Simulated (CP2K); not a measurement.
The C K edge of 2-trifluoromethylpyrimidine was computed by TDDFT (CP2K XAS_TDP, aug-cc-pVDZ, TDA) at these levels: PBE, PBEh(45%) and PBEh(45%) + GW2X. The first three lines of C2 (bonded to C and 3 F) with a strength over 0.0015, energy in eV and strength:

| run | first | second | third |
| --- | --- | --- | --- |
| 1 | 288.55 (0.030) | 289.89 (0.010) | 290.31 (0.078) |
| 2 | 273.22 (0.002) | 277.00 (0.004) | 277.01 (0.003) |
| 3 | 295.32 (0.029) | 296.65 (0.010) | 297.08 (0.076) |

Question: Which run is which?

Run 1: PBEh(45%) (45 % exact exchange). Run 2: PBE (0 % exact exchange). Run 3: PBEh(45%) + GW2X (45 % exact exchange). Self-interaction lifts the core level, so the uncorrected lines rise with the share of exact exchange. The GW2X run keeps the spacings of its parent: 1.33 eV between the first two lines in run 3, 1.34 eV in run 1. Its shift is +6.77 eV, since the Kohn–Sham level at this share of exchange lies that far above the quasiparticle level.

[Hosts, paths, dates, database ids (printed as entryN), source tags and the programs' standing remarks are cut or masked in the printed files.]
